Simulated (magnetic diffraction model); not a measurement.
# Magnetic neutron pattern of K6FeTeSe3

Space group P6_3mc (no. 186), a = 10.3240 Å, c = 8.0330 Å.

| site | atom | x | y | z |
| --- | --- | --- | --- | --- |
| 2b | Te | 1/3 | 2/3 | 0.5625 |
| 6c | Se | 0.1976 | 0.3953 | 0.1594 |
| 2b | Fe | 1/3 | 2/3 | 0.2476 |
| 6c | K | 0.5282 | 0.0563 | 0.3722 |
| 6c | K | 0.1460 | 0.2920 | 0.5479 |

This is a made-up structure (elements placed in a structure type, unrelaxed), so the numbers test the method and describe no known phase.

Only Fe is taken to order (form factors of Fe2+); orders and moment sizes are assumed, and not adapted to the symmetry. Radiation: neutrons of λ = 1.594 Å, 8° to 35°; isotropic B of 0.4 Å² (Te), 0.48 Å² (Se), 0.53 Å² (Fe) and 0.55 Å² (K). The intensities are simulated: I ∝ L Σ (|F_N|² + |F_M⊥|²) for unpolarised neutrons, with F_M = 2.695 fm/μB × Σ f(s) S exp(2πi Q·r) exp(−B s²) at Q = H ± k (one set where k and −k are equivalent), only the part normal to Q counting and L = 1/(sin²θ cos θ). For collinear order S is the moment m, which repeats by lattice and centring translations R with the sign exp(−2πi k·R). Form factors are spin-only for 3d ions and dipole or tabulated for f ions, scattering lengths are Sears's of 1992, and absorption is left out. A label names one of the reflections at its angle. The strongest nuclear line in the range is 100, and lines under 0.2 are left out.

Assume the order k = (0 0 1/2), collinear moments along [101], 3.75 μB on Fe; signs + at (1/3, 2/3, 0.2476), − at (2/3, 1/3, 0.7476).

Q: Where does magnetic intensity appear, and how strong is it?

```
2θ (°)      index  nuclear  magnetic
 10.23    (1 0 0)     60.1       0.0
 11.71  (1 0 1/2)      0.0      35.4
 15.33    (1 0 1)    100.0       0.0
 17.12  (0 0 3/2)      0.0       2.3
 17.76    (1 1 0)      4.2       0.0
 18.67  (1 1 1/2)      0.0      12.6
 19.98  (1 0 3/2)      0.0      10.0
 20.54    (2 0 0)     34.2       0.0
 21.33  (2 0 1/2)      0.0       9.1
 22.89    (0 0 2)     24.7       0.0
 23.55    (2 0 1)     17.8       0.0
 24.77  (1 1 3/2)      0.0       6.0
 25.13    (1 0 2)     11.0       0.0
 26.86  (2 0 3/2)      0.0       4.8
 27.89  (2 1 1/2)      0.0       9.0
 28.72  (0 0 5/2)      0.0       0.6
 29.12    (1 1 2)      5.8       0.0
 29.65    (2 1 1)     77.2       0.0
 30.56  (1 0 5/2)      0.0       3.2
 30.94    (2 0 2)     99.0       0.0
 31.02    (3 0 0)      1.1       0.0
 31.57  (3 0 1/2)      0.0       3.2
 32.39  (2 1 3/2)      0.0       5.7
 33.15    (3 0 1)     70.4       0.0
 33.98  (1 1 5/2)      0.0       2.4
```

The strongest magnetic line in the range is (1 0 1/2) at 11.71° (35.4). Below the range, at 5.69°, lies the magnetic line (0 0 1/2) with 25. On top of the Lorentz factor, which all lines share, magnetic lines fade with angle because f falls: for Fe2+ it is 0.90, 0.68, 0.45 and 0.15 at sin θ/λ = 0.1, 0.2, 0.3 and 0.5 Å⁻¹, while nuclear lengths stay constant. The order has no net moment.

[Logs are printed without paths, hosts, clocks, repeated set-up lines and the standing remarks that a program may print on its own settings, such as how far it seeks lower states.]
